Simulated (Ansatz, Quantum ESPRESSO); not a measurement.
# K2Pt (Fm-3m): modes at Γ and the response to a field

Aim: the zone-centre modes of K2Pt (Fm-3m).

Program: Quantum ESPRESSO 7.5. Level of theory: DFT PBEsol, scalar-relativistic, plane waves, PseudoDojo norm-conserving pseudopotentials. Results are calculated unless marked as measured.

### 1. Set-up

Symmetry: Fm-3m, No. 225, cubic system. The conventional cell has a = 7.563 Å, b = 7.563 Å, c = 7.563 Å, α = 90.00°, β = 90.00°, γ = 90.00°. Nearest to K lie 4 Pt at 3.27 Å. Nearest to Pt lie 8 K at 3.27 Å. Farther neighbours are not listed.

### 2. A first look

A cheap run with smearing and empty bands tells whether the crystal has a gap, which decides between fixed occupations and smearing later on.

File probe.in:

```
&control
   calculation = 'scf'
   prefix = 'x'
   outdir = './tmp'
   pseudo_dir = './pseudo'
   tprnfor = .true.
   tstress = .true.
   verbosity = 'high'
/
&system
   ibrav = 2
   celldm(1) = 14.29185937
   nat = 3
   ntyp = 2
   ecutwfc = 76.0
   occupations = 'smearing'
   smearing = 'gaussian'
   degauss = 0.01
/
&electrons
   conv_thr = 1.0d-07
   mixing_beta = 0.7
   electron_maxstep = 100
/
ATOMIC_SPECIES
 K      39.0983  K.upf
 Pt    195.0840  Pt.upf
ATOMIC_POSITIONS crystal
 K      0.250000000   0.250000000   0.250000000
 K      0.750000000   0.750000000   0.750000000
 Pt     0.000000000   0.000000000   0.000000000
K_POINTS automatic
 4 4 4 0 0 0
```

The run is started by

```
$ OMP_NUM_THREADS=1 mpirun -n 4 pw.x -nk 4 -in probe.in > probe.out
```

Output:

```text
[banners, grids, parts of the stress and lines that vanish by symmetry left out]
Program PWSCF v.7.5
     bravais-lattice index     =            2
     lattice parameter (alat)  =      14.2919  a.u.
[...]
kinetic-energy cutoff     =      76.0000  Ry
     charge density cutoff     =     304.0000  Ry
     scf convergence threshold =      1.0E-07
[...]
Exchange-correlation= PBESOL
                           (   1   4  10   8   0   0   0)
[...]
48 Sym. Ops., with inversion, found
[...]
(     0          1          0      )
                  (     0          0          1      )
[...]
(  0.0000000  1.0000000  0.0000000 )
                  (  0.0000000  0.0000000  1.0000000 )
[...]
(     1          0         -1      )
                  (     0          0         -1      )
[...]
(     0          1         -1      )
                  (     0          1          0      )
[...]
( -1.0000000  0.0000000  0.0000000 )
                  (  0.0000000  1.0000000  0.0000000 )
[...]
number of k points=     8  Gaussian smearing, width (Ry)=  0.0100
[...]
End of self-consistent calculation
[...]
the Fermi energy is     5.3394 ev
!    total energy              =    -381.06560174 Ry
[...]
convergence has been achieved in   8 iterations
[...]
atom    1 type  1   force =    -0.00000000    0.00000000   -0.00000000
     atom    2 type  1   force =     0.00000000   -0.00000000    0.00000000
     atom    3 type  2   force =     0.00000000    0.00000000    0.00000000
[...]
Total force =     0.000000     Total SCF correction =     0.000000
[...]
total   stress  (Ry/bohr**3)                   (kbar)     P=       -6.82
[...]
XML data file, charge density, pseudopotentials, collected wavefunctions

   JOB DONE.
```

Run time: 7.7 s. Hardware: 4 MPI ranks of Arm Neoverse V2, shared host.

Read from the output:

```
volume per atom   : 36.05 Å³
pressure          : -0.682 GPa
gap on the k-mesh : 1.335 eV
```

A gap of 1.3 eV opens on this mesh, so the crystal is taken as an insulator; the start stands at -0.68 GPa.

### 3. Relaxing the cell and atoms

Frequencies change by per cents with a per cent of volume, so the structure is first brought to rest at this level of theory.

File relax.in:

```
&control
   calculation = 'vc-relax'
   prefix = 'x'
   outdir = './tmp'
   pseudo_dir = './pseudo'
   tprnfor = .true.
   tstress = .true.
   forc_conv_thr = 2.0d-05
   etot_conv_thr = 1.0d-07
   nstep = 40
/
&system
   ibrav = 2
   celldm(1) = 14.29185937
   nat = 3
   ntyp = 2
   ecutwfc = 76.0
   occupations = 'fixed'
   nbnd = 20
/
&electrons
   conv_thr = 1.0d-11
   mixing_beta = 0.7
   electron_maxstep = 100
/
&ions
/
&cell
   press_conv_thr = 0.1
/
ATOMIC_SPECIES
 K      39.0983  K.upf
 Pt    195.0840  Pt.upf
ATOMIC_POSITIONS crystal
 K      0.250000000   0.250000000   0.250000000
 K      0.750000000   0.750000000   0.750000000
 Pt     0.000000000   0.000000000   0.000000000
K_POINTS automatic
 6 6 6 0 0 0
```

The run is started by

```
$ OMP_NUM_THREADS=1 mpirun -n 4 pw.x -nk 4 -in relax.in > relax.out
```

Output:

```text
[banners, grids, parts of the stress and lines that vanish by symmetry left out]
[banner, memory and clock lines left out]
Program PWSCF v.7.5

[...]
kinetic-energy cutoff     =      76.0000  Ry
     charge density cutoff     =     304.0000  Ry
     scf convergence threshold =      1.0E-11
[...]
energy convergence thresh.=      1.0E-07
     force convergence thresh. =      2.0E-05
     press convergence thresh. =      1.0E-01
     Exchange-correlation= PBESOL
                           (   1   4  10   8   0   0   0)
[...]
48 Sym. Ops., with inversion, found
[...]
number of k points=    16
[...]
End of self-consistent calculation
[...]
highest occupied, lowest unoccupied level (ev):     4.5935    5.9310
!    total energy              =    -381.06572979 Ry
[...]
convergence has been achieved in  13 iterations
[...]
atom    1 type  1   force =     0.00000000    0.00000000   -0.00000000
     atom    2 type  1   force =    -0.00000000   -0.00000000    0.00000000
     atom    3 type  2   force =     0.00000000    0.00000000    0.00000000
     Total force =     0.000000     Total SCF correction =     0.000000
[...]
total   stress  (Ry/bohr**3)                   (kbar)     P=       -6.57
[...]
number of bfgs steps    =   0
[...]
CELL_PARAMETERS (alat= 14.29185937)
[...]
ATOMIC_POSITIONS (crystal)
K                0.2500000000        0.2500000000        0.2500000000
K                0.7500000000        0.7500000000        0.7500000000
Pt              -0.0000000000        0.0000000000       -0.0000000000
[...]
New effective cutoffs (rho, wfc):  304.51   76.17
[...]
End of self-consistent calculation
[...]
highest occupied, lowest unoccupied level (ev):     4.6167    5.9599
!    total energy              =    -381.06583438 Ry
[...]
convergence has been achieved in   7 iterations
[...]
atom    1 type  1   force =     0.00000000    0.00000000   -0.00000000
     atom    2 type  1   force =    -0.00000000   -0.00000000    0.00000000
     atom    3 type  2   force =     0.00000000    0.00000000   -0.00000000
     Total force =     0.000000     Total SCF correction =     0.000000
[...]
total   stress  (Ry/bohr**3)                   (kbar)     P=       -6.04
[...]
number of bfgs steps    =   1
[...]
WARNING: bfgs curvature condition failed, Theta= 0.872
[...]
CELL_PARAMETERS (alat= 14.29185937)
[...]
ATOMIC_POSITIONS (crystal)
K                0.2500000000        0.2500000000        0.2500000000
[...]
New effective cutoffs (rho, wfc):  305.54   76.42
[...]
End of self-consistent calculation
[...]
highest occupied, lowest unoccupied level (ev):     4.6516    6.0035
!    total energy              =    -381.06597423 Ry
[...]
convergence has been achieved in  11 iterations
[...]
atom    1 type  1   force =     0.00000000    0.00000000    0.00000000
     atom    2 type  1   force =     0.00000000    0.00000000   -0.00000000
     atom    3 type  2   force =     0.00000000    0.00000000    0.00000000
     Total force =     0.000000     Total SCF correction =     0.000000
[...]
total   stress  (Ry/bohr**3)                   (kbar)     P=       -5.23
[...]
number of bfgs steps    =   2
[...]
CELL_PARAMETERS (alat= 14.29185937)
[...]
ATOMIC_POSITIONS (crystal)
[...]
New effective cutoffs (rho, wfc):  309.42   77.39
[...]
End of self-consistent calculation
[...]
highest occupied, lowest unoccupied level (ev):     4.7851    6.1701
!    total energy              =    -381.06631249 Ry
[...]
convergence has been achieved in  11 iterations
[...]
atom    1 type  1   force =     0.00000000    0.00000000   -0.00000000
     atom    2 type  1   force =     0.00000000   -0.00000000    0.00000000
     atom    3 type  2   force =     0.00000000    0.00000000    0.00000000
     Total force =     0.000000     Total SCF correction =     0.000000
[...]
total   stress  (Ry/bohr**3)                   (kbar)     P=       -2.05
[...]
number of bfgs steps    =   4
[...]
CELL_PARAMETERS (alat= 14.29185937)
[...]
ATOMIC_POSITIONS (crystal)
[...]
New effective cutoffs (rho, wfc):  311.90   78.01
[...]
End of self-consistent calculation
[...]
highest occupied, lowest unoccupied level (ev):     4.8708    6.2772
!    total energy              =    -381.06637024 Ry
[...]
convergence has been achieved in  12 iterations
[...]
atom    1 type  1   force =    -0.00000000   -0.00000000    0.00000000
     atom    2 type  1   force =     0.00000000    0.00000000   -0.00000000
     atom    3 type  2   force =     0.00000000    0.00000000    0.00000000
     Total force =     0.000000     Total SCF correction =     0.000000
[...]
total   stress  (Ry/bohr**3)                   (kbar)     P=        0.06
[...]
number of bfgs steps    =   5
[...]
CELL_PARAMETERS (alat= 14.29185937)
[...]
ATOMIC_POSITIONS (crystal)
[...]
New effective cutoffs (rho, wfc):  311.83   77.99
[...]
End of self-consistent calculation
[...]
highest occupied, lowest unoccupied level (ev):     4.8683    6.2742
!    total energy              =    -381.06637029 Ry
[...]
convergence has been achieved in   7 iterations
[...]
atom    1 type  1   force =     0.00000000    0.00000000    0.00000000
     atom    2 type  1   force =     0.00000000    0.00000000    0.00000000
     atom    3 type  2   force =     0.00000000    0.00000000   -0.00000000
     Total force =     0.000000     Total SCF correction =     0.000000
[...]
total   stress  (Ry/bohr**3)                   (kbar)     P=       -0.00
[...]
bfgs converged in   7 scf cycles and   6 bfgs steps
[...]
End of BFGS Geometry Optimization
     Final enthalpy           =    -381.0663702906 Ry
     File ./tmp/x.bfgs deleted, as requested
[...]
CELL_PARAMETERS (alat= 14.29185937)
[...]
ATOMIC_POSITIONS (crystal)
[...]
K                0.7500000000        0.7500000000        0.7500000000
Pt              -0.0000000000        0.0000000000       -0.0000000000
[...]
Final scf calculation at the relaxed structure.
[...]
kinetic-energy cutoff     =      76.0000  Ry
     charge density cutoff     =     304.0000  Ry
     scf convergence threshold =      1.0E-13
[...]
press convergence thresh. =      1.0E-01
     Exchange-correlation= PBESOL
                           (   1   4  10   8   0   0   0)
[...]
48 Sym. Ops., with inversion, found
[...]
number of k points=    16
[...]
c_bands:  1 eigenvalues not converged
     c_bands:  1 eigenvalues not converged
     c_bands:  1 eigenvalues not converged
[...]
End of self-consistent calculation
[...]
highest occupied, lowest unoccupied level (ev):     4.8683    6.2742
!    total energy              =    -381.06620991 Ry
[...]
convergence has been achieved in  15 iterations
[...]
atom    1 type  1   force =    -0.00000000   -0.00000000   -0.00000000
     atom    2 type  1   force =    -0.00000000   -0.00000000    0.00000000
     atom    3 type  2   force =    -0.00000000    0.00000000   -0.00000000
     Total force =     0.000000     Total SCF correction =     0.000000
[...]
total   stress  (Ry/bohr**3)                   (kbar)     P=       -0.50
[...]
XML data file, charge density, pseudopotentials, collected wavefunctions
```

Wall time 1.9 min (4 MPI ranks); 7.5 min of CPU time.

The steps of the relaxation:

| step | energy less that of the first step (eV) | largest force (eV/Å) | pressure (GPa) | volume (Å³) |
| --- | --- | --- | --- | --- |
| 1 | 0.0000 | 0.0000 | -0.66 | 108.15 |
| 2 | -0.0014 | 0.0000 | -0.60 | 107.78 |
| 3 | -0.0033 | 0.0000 | -0.52 | 107.24 |
| 4 | -0.0057 | 0.0000 | -0.40 | 106.43 |
| 5 | -0.0079 | 0.0000 | -0.20 | 105.23 |
| 6 | -0.0087 | 0.0000 | 0.01 | 103.98 |
| 7 | -0.0087 | 0.0000 | 0.00 | 104.01 |
| 8 | -0.0065 | 0.0000 | -0.05 | 104.01 |

| conventional cell, symmetrised | before | after | change |
| --- | --- | --- | --- |
| a (Å) | 7.563 | 7.465 | -1.3 % |
| b (Å) | 7.563 | 7.465 | -1.3 % |
| c (Å) | 7.563 | 7.465 | -1.3 % |
| volume (Å³/atom) | 36.05 | 34.67 | -3.8 % |

The relaxed structure:

```xyz
3
Lattice="-3.7327 0.0000 3.7327 0.0000 3.7327 3.7327 -3.7327 3.7327 0.0000" Properties=species:S:1:pos:R:3 pbc="T T T"
K    -1.8663    1.8663    1.8663
K    -5.5990    5.5990    5.5990
Pt    0.0000    0.0000    0.0000
```

The last row of the table of steps is pw.x's closing run on a basis chosen anew for the final cell, so its energy can jump.

Numbers from this step:

```
volume per atom   : 34.67 Å³
pressure          : -0.05000 GPa
gap on the k-mesh : 1.406 eV
```

The volume changes by -3.8 % from the cell with which this run began.

### 4. Ground state

The response is built on this ground state, so it is converged far tighter than an energy would need. With a gap, occupations are fixed, which also allows the response to an electric field.

File scf.in:

```
&control
   calculation = 'scf'
   prefix = 'x'
   outdir = './tmp'
   pseudo_dir = './pseudo'
   tprnfor = .true.
   tstress = .true.
/
&system
   ibrav = 2
   celldm(1) = 14.10750673
   nat = 3
   ntyp = 2
   ecutwfc = 76.0
   occupations = 'fixed'
   nbnd = 20
/
&electrons
   conv_thr = 1.0d-12
   mixing_beta = 0.7
   electron_maxstep = 100
/
ATOMIC_SPECIES
 K      39.0983  K.upf
 Pt    195.0840  Pt.upf
ATOMIC_POSITIONS crystal
 K      0.250000000   0.250000000   0.250000000
 K      0.750000000   0.750000000   0.750000000
 Pt     0.000000000   0.000000000   0.000000000
K_POINTS automatic
 6 6 6 0 0 0
```

The run is started by

```
$ OMP_NUM_THREADS=1 mpirun -n 4 pw.x -nk 4 -in scf.in > scf.out
```

Output:

```text
[banners, grids, parts of the stress and lines that vanish by symmetry left out]
[banner, memory and clock lines left out]
Program PWSCF v.7.5

[...]
kinetic-energy cutoff     =      76.0000  Ry
     charge density cutoff     =     304.0000  Ry
     scf convergence threshold =      1.0E-12
[...]
Exchange-correlation= PBESOL
                           (   1   4  10   8   0   0   0)
[...]
48 Sym. Ops., with inversion, found
[...]
number of k points=    16
[...]
End of self-consistent calculation
[...]
highest occupied, lowest unoccupied level (ev):     4.8683    6.2742
!    total energy              =    -381.06620991 Ry
[...]
convergence has been achieved in  13 iterations
[...]
atom    1 type  1   force =     0.00000000    0.00000000   -0.00000000
     atom    2 type  1   force =     0.00000000   -0.00000000    0.00000000
     atom    3 type  2   force =    -0.00000000   -0.00000000    0.00000000
     Total force =     0.000000     Total SCF correction =     0.000000
[...]
total   stress  (Ry/bohr**3)                   (kbar)     P=       -0.50
[...]
XML data file, charge density, pseudopotentials, collected wavefunctions
```

Wall time 17 s (4 MPI ranks).

The cell stands at -0.050 GPa, close enough for phonons.

(Continued in part 2 of 3.)

[Host names and launcher messages were left out of these logs when they were recorded.]

[Logs are printed without paths, hosts, clocks, repeated set-up lines and the standing remarks that a program may print on its own settings, such as how far it seeks lower states.]

[Hosts, paths, dates, database ids (printed as entryN), source tags and the programs' standing remarks are cut or masked in the printed files.]
